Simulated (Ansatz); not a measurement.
# NbTe2 monolayer (2H): from the cell to its phonons

Wanted: phonon frequencies of NbTe2 monolayer (2H) and what follows from them.

Method: DFT PBEsol, scalar-relativistic, plane waves, PAW; PAW set soft_1, in Ansatz 0.2.0.

Report form: the programs' logs are mostly left out.

**1. Set-up**

The cell holds 3 atoms: 1 Nb and 2 Te. Its edges and angles: a = 3.670 Å, b = 3.670 Å, c = 20.000 Å, α = 90.0°, β = 90.0°, γ = 120.0°. It derives from NbTe2. Vacuum lies along c.

**2. Relaxation**

The cell and atoms are relaxed, since residual forces and stress would shift the frequencies.

The program solves this slab on a cell height of its own, 31.0 Å, in place of the one typed.

Input file input.yaml:

```yaml
crystal:
  lattice:
    - [3.67, 0.0, 0.0]
    - [-1.835, 3.17831, 0.0]
    - [0.0, 0.0, 20.0]
  atoms:
    - { symbol: Nb, position: [0.333333, 0.666667, 0.5] }
    - { symbol: Te, position: [0.666667, 0.333333, 0.59] }
    - { symbol: Te, position: [0.666667, 0.333333, 0.41] }
  periodic: [true, true, false]
kpoints:
  mp_grid: { grid: [15, 15, 1] }
hamiltonian:
  xc: pbesol
  pseudopotentials: { kind: paw, azcp: { folder: soft_1 }, xc_functional: pbe }
scf:
  occupations: { method: gaussian, width: 0.1 }
output:
  forces: true
  stress: true
  eigenvalues: true
relax:
  adjacent_minimum: "off"
  f_tol: 0.005
  max_steps: 80
  cell: { stress_2d_tol: 0.02 }
```

On the command line:

```console
$ ansatz run input.yaml --threads 8 --pin off --max-ram 16384MiB --backend cpu --events-out ev --progress --plain --runs-dir out
```

Wall time 21 s (8 threads of Arm Neoverse V2, shared host); peak memory 0.96 GiB; 2.6 min of CPU time.

Step by step:

```
step  energy less that of the first step (eV)  largest force component (eV/Å)  volume (Å³)
   1                                   0.0000                          0.2518       361.60
   2                                   0.0156                          0.5617       350.37
   3                                  -0.0155                          0.0767       352.92
   4                                  -0.0161                          0.0184       352.18
   5                                  -0.0162                          0.0009       351.75
  6*                                  -0.0158                          0.0010       351.75
```

Relaxation steps marked * repeat the geometry before them on a plane-wave basis chosen anew for their cell, so energy and pressure can jump there. Relaxation step 2 was tried and not accepted.

The run keeps the 12 symmetry operations that it works with, so distortions that break them were not tested.

```
cell as run  before  after  change
      a (Å)   3.670  3.620  -1.4 %
      b (Å)   3.670  3.620  -1.4 %
```

The atoms that moved most (Å, along periodic axes as changes of fractional coordinates times the final cell, across vacuum about the mean position):

```
atom     dx     dy      dz  length
 Te2  0.000  0.000   0.042   0.042
 Te3  0.000  0.000  -0.042   0.042
```

The relaxed structure:

```
Nb Te
1.0
     3.61971    0.00000    0.00000
    -1.80985    3.13476    0.00000
     0.00000    0.00000   31.00000
Nb Te
1 2
Direct
  0.33333 0.66667 0.32258
  0.66667 0.33333 0.38200
  0.66667 0.33333 0.26316
```

This step gave:

```
gap on the k-mesh : 0 eV
area per atom     : 3.782 Å²
```

The relaxation ends with a largest force component of 9.5e-4 eV/Å.

**3. Tight relaxation**

Phonons need a cell at rest on their own settings, so the relaxation is repeated with tight tolerances on forces and stress, using the mesh and the filling of the phonon run that follows.

Input file input.yaml:

```yaml
crystal:
  lattice:
    - [3.6197089158, 0.0, 0.0]
    - [-1.8098544579, 3.1347598754, 0.0]
    - [0.0, 0.0, 31.0]
  atoms:
    - { symbol: Nb, position: [0.3333333333, 0.6666666667, 0.3225806452] }
    - { symbol: Te, position: [0.6666666667, 0.3333333333, 0.381996461] }
    - { symbol: Te, position: [0.6666666667, 0.3333333333, 0.2631648293] }
  periodic: [true, true, false]
kpoints:
  mp_grid: { grid: [18, 18, 1] }
hamiltonian:
  xc: pbesol
  pseudopotentials: { kind: paw, azcp: { folder: soft_1 }, xc_functional: pbe }
scf:
  occupations: { method: methfessel_paxton, width: 0.2 }
output:
  forces: true
  stress: true
  eigenvalues: true
  write_density: true
  write_potential: true
  elf: true
  volumetric_format: npy
relax:
  adjacent_minimum: "off"
  f_tol: 0.001
  max_steps: 60
  cell: { stress_2d_tol: 0.002 }
```

It took 24 s on 8 threads; peak memory 1 GiB; 3 min of CPU time.

Little changed from the start: no atom moved by 0.005 Å and no cell edge by 0.1 %.

Numbers from this step:

```
area per atom : 3.781 Å²
```

Electrostatic potential energy in the ac plane at fractional y = 0.333, with atoms of Te within 0.2 Å of it. With pseudopotentials it is smooth inside the atoms' cores, unlike the true potential.

Values in eV, 24 rows by 14 columns, each cell a mean:
```
  0   0   0   0   0   0   0   0   0   0   0   0   0   0
  0   0   0   0   0   0   0   0   0   0   0   0   0   0
  0   0   0   0   0   0   0   0   0   0   0   0   0   0
  0   0   0   0   0   0   0   0   0   0   0   0   0   0
  0   0   0   0   0   0   0   0   0   0   0   0   0   0
  0   0   0   0   0   0   0   0   0   0   0   0   0   0
  0   0   0   0   0   0   0   0   0   0   0   0   0   0
  0   0   0   0   0   0   0   0   0   0   0   0   0   0
  0   0   0   0   0   0   0   0   0   0   0   0   0   0
  0   0   0   0   0   0   0   0   0   0   0   0   0   0
  0   0   0   0   0   0   0   0   0   0   0   0   0   0
  0   0   0   0   0   0   0   0   0   0   0   0   0   0
  0   0   0   0   0   0   0   0   0   0   0   0   0   0
 -1  -1   0   0  -1  -1  -2  -3  -4  -4  -4  -3  -2  -1
 -6  -3  -2  -3  -5 -11 -24 -26 -15 -11 -12 -23 -25 -17
 -7  -7  -7  -7  -7  -8 -12 -16 -17 -16 -17 -17 -14  -9
 -8 -11 -12 -12 -10  -7  -7  -7  -9 -10  -9  -8  -7  -7
 -7  -4  -3  -3  -5 -13 -26 -28 -15  -9 -11 -24 -28 -18
 -2  -1  -1  -1  -2  -3  -7 -11 -13 -14 -14 -12  -9  -5
  0   0   0   0   0   0   0   0   0   0   0   0   0   0
  0   0   0   0   0   0   0   0   0   0   0   0   0   0
  0   0   0   0   0   0   0   0   0   0   0   0   0   0
  0   0   0   0   0   0   0   0   0   0   0   0   0   0
  0   0   0   0   0   0   0   0   0   0   0   0   0   0
```
Columns run along a (3.6 Å; values clipped at the 3rd and 97th percentile), rows up along c (31.0 Å). Atoms in or near the plane, at fractional coordinates: Te at (0.67, 0.38), Te at (0.67, 0.26).

ELF in the ac plane at fractional y = 0.333, with atoms of Te within 0.2 Å of it. It is the smooth field of the valence electrons, not physical close to the nuclei.

Values, 24 rows by 14 columns, each cell a mean:
```
0.00 0.00 0.00 0.00 0.00 0.00 0.00 0.00 0.00 0.00 0.00 0.00 0.00 0.00
0.00 0.00 0.00 0.00 0.00 0.00 0.00 0.00 0.00 0.00 0.00 0.00 0.00 0.00
0.00 0.00 0.00 0.00 0.00 0.00 0.00 0.00 0.00 0.00 0.00 0.00 0.00 0.00
0.00 0.00 0.00 0.00 0.00 0.00 0.00 0.00 0.00 0.00 0.00 0.00 0.00 0.00
0.00 0.00 0.00 0.00 0.00 0.00 0.00 0.00 0.00 0.00 0.00 0.00 0.00 0.00
0.00 0.00 0.00 0.00 0.00 0.00 0.00 0.00 0.00 0.00 0.00 0.00 0.00 0.00
0.00 0.00 0.00 0.00 0.00 0.00 0.00 0.00 0.00 0.00 0.00 0.00 0.00 0.00
0.00 0.00 0.00 0.00 0.00 0.00 0.00 0.00 0.00 0.00 0.00 0.00 0.00 0.00
0.00 0.00 0.00 0.00 0.00 0.00 0.00 0.00 0.00 0.00 0.00 0.00 0.00 0.00
0.00 0.00 0.00 0.00 0.00 0.00 0.00 0.00 0.00 0.00 0.00 0.00 0.00 0.00
0.00 0.00 0.00 0.00 0.00 0.00 0.00 0.00 0.00 0.00 0.00 0.00 0.00 0.00
0.00 0.00 0.00 0.00 0.00 0.00 0.00 0.00 0.00 0.00 0.00 0.00 0.00 0.00
0.01 0.00 0.00 0.00 0.01 0.03 0.08 0.14 0.19 0.21 0.20 0.16 0.10 0.05
0.27 0.09 0.03 0.05 0.19 0.43 0.63 0.72 0.76 0.77 0.77 0.74 0.68 0.54
0.55 0.35 0.18 0.26 0.49 0.59 0.51 0.37 0.23 0.18 0.19 0.31 0.46 0.57
0.38 0.26 0.19 0.23 0.34 0.45 0.48 0.44 0.36 0.33 0.34 0.41 0.47 0.48
0.23 0.19 0.19 0.19 0.22 0.29 0.37 0.39 0.37 0.35 0.36 0.39 0.38 0.33
0.56 0.39 0.23 0.31 0.51 0.57 0.46 0.29 0.14 0.09 0.10 0.22 0.40 0.53
0.43 0.18 0.07 0.12 0.32 0.58 0.70 0.71 0.68 0.66 0.67 0.70 0.71 0.66
0.05 0.01 0.01 0.01 0.03 0.11 0.24 0.35 0.42 0.45 0.44 0.38 0.28 0.17
0.00 0.00 0.00 0.00 0.00 0.00 0.01 0.01 0.02 0.02 0.02 0.01 0.01 0.00
0.00 0.00 0.00 0.00 0.00 0.00 0.00 0.00 0.00 0.00 0.00 0.00 0.00 0.00
0.00 0.00 0.00 0.00 0.00 0.00 0.00 0.00 0.00 0.00 0.00 0.00 0.00 0.00
0.00 0.00 0.00 0.00 0.00 0.00 0.00 0.00 0.00 0.00 0.00 0.00 0.00 0.00
```
Columns run along a (3.6 Å), rows up along c (31.0 Å). Atoms in or near the plane, at fractional coordinates: Te at (0.67, 0.38), Te at (0.67, 0.26).

Valence density in the ac plane at fractional y = 0.333, with atoms of Te within 0.2 Å of it. It is the smooth field of the valence electrons, not physical close to the nuclei.

Values in e/Å³, 24 rows by 14 columns, each cell a mean:
```
 0  0  0  0  0  0  0  0  0  0  0  0  0  0
 0  0  0  0  0  0  0  0  0  0  0  0  0  0
 0  0  0  0  0  0  0  0  0  0  0  0  0  0
 0  0  0  0  0  0  0  0  0  0  0  0  0  0
 0  0  0  0  0  0  0  0  0  0  0  0  0  0
 0  0  0  0  0  0  0  0  0  0  0  0  0  0
 0  0  0  0  0  0  0  0  0  0  0  0  0  0
 0  0  0  0  0  0  0  0  0  0  0  0  0  0
 0  0  0  0  0  0  0  0  0  0  0  0  0  0
 0  0  0  0  0  0  0  0  0  0  0  0  0  0
 0  0  0  0  0  0  0  0  0  0  0  0  0  0
 0  0  0  0  0  0  0  0  0  0  0  0  0  0
 0  0  0  0  0  0  0  0  0  0  0  0  0  0
 0  0  0  0  0  0  0  0  0  0  0  0  0  0
 0  0  0  0  0  0  1  3  7  9  8  4  1  1
 0  0  0  0  0  0  0  1  2  2  2  1  1  0
 0  0  0  0  0  0  0  0  0  0  0  0  0  0
 0  0  0  0  0  0  1  3  7 11  9  4  1  1
 0  0  0  0  0  0  0  0  1  1  1  1  0  0
 0  0  0  0  0  0  0  0  0  0  0  0  0  0
 0  0  0  0  0  0  0  0  0  0  0  0  0  0
 0  0  0  0  0  0  0  0  0  0  0  0  0  0
 0  0  0  0  0  0  0  0  0  0  0  0  0  0
 0  0  0  0  0  0  0  0  0  0  0  0  0  0
```
Columns run along a (3.6 Å), rows up along c (31.0 Å). Atoms in or near the plane, at fractional coordinates: Te at (0.67, 0.38), Te at (0.67, 0.26).

The largest force component left is 0.21 meV/Å, within the tolerances set.

**4. Modes at Γ**

The zone centre comes first: it holds the modes that light can see, as far as symmetry allows. No field response is asked, since the mesh shows no gap.

input.yaml, the sections that differ from step 3:

```yaml
crystal:
  lattice:
    - [3.61901281, 0.0, 0.0]
    - [-1.809506405, 3.1341570301, 0.0]
    - [0.0, 0.0, 31.0]
  atoms:
    - { symbol: Nb, position: [0.3333333333, 0.6666666667, 0.3225806452] }
    - { symbol: Te, position: [0.6666666667, 0.3333333333, 0.382017359] }
    - { symbol: Te, position: [0.6666666667, 0.3333333333, 0.2631439313] }
  periodic: [true, true, false]
output:
  eigenvalues: true
phonons:
  method: dfpt
# kpoints, hamiltonian, scf: as in step 3
# relax: removed
```

The job ended after 90 s (8 threads; peak memory 2.9 GiB).

Numbers from this step:

- sum-rule residual before enforcement: 9.70e-5 eV/Å²
- point group: -6m2
- highest optical mode at the zone centre (no LO-TO term): 254.6 cm⁻¹
- lowest optical zone-centre mode: 92.67 cm⁻¹

Patterns of degenerate modes are one choice out of their space. Modes at Γ, with each element's share of the kinetic energy:

```
mode  frequency (cm⁻¹)  symmetry  Nb %  Te %
   1               0.0  acoustic    27    73
   2               0.0  acoustic    27    73
   3               0.0  acoustic    27    73
   4              92.7       E''     0   100
   5              92.7       E''     0   100
   6             155.3       A1'     0   100
   7             204.1        E'    73    27
   8             204.1        E'    73    27
   9             254.6      A2''    73    27
```

Displacements in mode 5 (92.7 cm⁻¹), the largest set to 1:
```
Nb1  0.00  0.00  0.00
Te2  0.00  1.00  0.00
Te3  0.00 -1.00  0.00
```

Displacements in mode 7 (204.1 cm⁻¹), the largest set to 1:
```
Nb1  0.00  1.00  0.00
Te2  0.00 -0.36  0.00
Te3  0.00 -0.36  0.00
```

Before it was imposed, the acoustic sum rule was missed by 9.7e-5 eV/Å². Small misses are needed for a sound result but don't prove that mesh and cutoff are converged. The lowest optical mode is real, 92.7 cm⁻¹.

**5. Response at finite wavevector**

Stability and thermal properties need the whole zone. Linear response on a 4×4×1 q mesh gives force constants as far as a supercell of that size would.

input.yaml: that of step 4 with these lines changed.

```diff
@@ -11,3 +11,3 @@
 kpoints:
-  mp_grid: { grid: [18, 18, 1] }
+  mp_grid: { grid: [20, 20, 1] }
 hamiltonian:
@@ -21 +21,10 @@
   method: dfpt
+  qmesh: [4, 4, 1]
+  temperatures: { t_max: 1000, t_step: 50 }
+  qpath:
+    path:
+      - [0.0, 0.0, 0.0]
+      - [0.5, 0.0, 0.0]
+      - [0.33333333, 0.33333333, 0.0]
+      - [0.0, 0.0, 0.0]
+    npoints: 10
```

Run time: 12 min. Hardware: 8 threads; peak memory 7.3 GiB; 1.5 h of CPU time.

This step gave:

* sum-rule residual before enforcement: 1.22e-4 eV/Å²
* lowest frequency on the path: -86.94 cm⁻¹
* highest frequency on the path or at a solved wavevector: 254.6 cm⁻¹
* lowest mode on the q mesh (acoustic modes at Γ apart): -83.65 cm⁻¹

Frequencies (cm⁻¹) solved at each irreducible wavevector; negative means imaginary. Frequencies by wavevector, by row:

```
q in reciprocal lattice units  star  mode 1  mode 2  mode 3  mode 4  mode 5  mode 6  mode 7  mode 8  mode 9
                        0 0 0     1       0       0       0    92.7    92.7   155.3   204.1   204.1   254.6
                     0 0.25 0     6   -83.7    31.2    39.7   106.8     122   129.8   149.7   178.9   231.9
                     0 -0.5 0     3   -18.8    69.6    78.7   112.5   132.5   137.6   147.9   188.4   208.1
                  0.25 0.25 0     6     -40    67.9    72.4   127.1   127.5   135.9   141.4   194.2   211.4
```

Interpolated from a 4×4×1 q mesh. The phonon branches at the labelled points (cm⁻¹):

```
  point  branch 1  branch 2  branch 3  branch 4  branch 5  branch 6  branch 7  branch 8  branch 9
      Γ         0         0         0        93        93       155       204       204       255
halfway       -84        31        40       107       122       130       150       179       232
      M       -19        70        79       112       132       138       148       188       208
halfway        25        75        78       126       130       135       144       194       211
      K        45        83        90       129       135       137       141       177       229
halfway       -82        23        46       114       126       127       138       188       224
      Γ         0         0         0        93        93       155       204       204       255
```

(Continued in part 2 of 2.)

[Logs are printed without paths, hosts, clocks, repeated set-up lines and the standing remarks that a program may print on its own settings, such as how far it seeks lower states.]

[Hosts, paths, dates, database ids (printed as entryN), source tags and the programs' standing remarks are cut or masked in the printed files.]
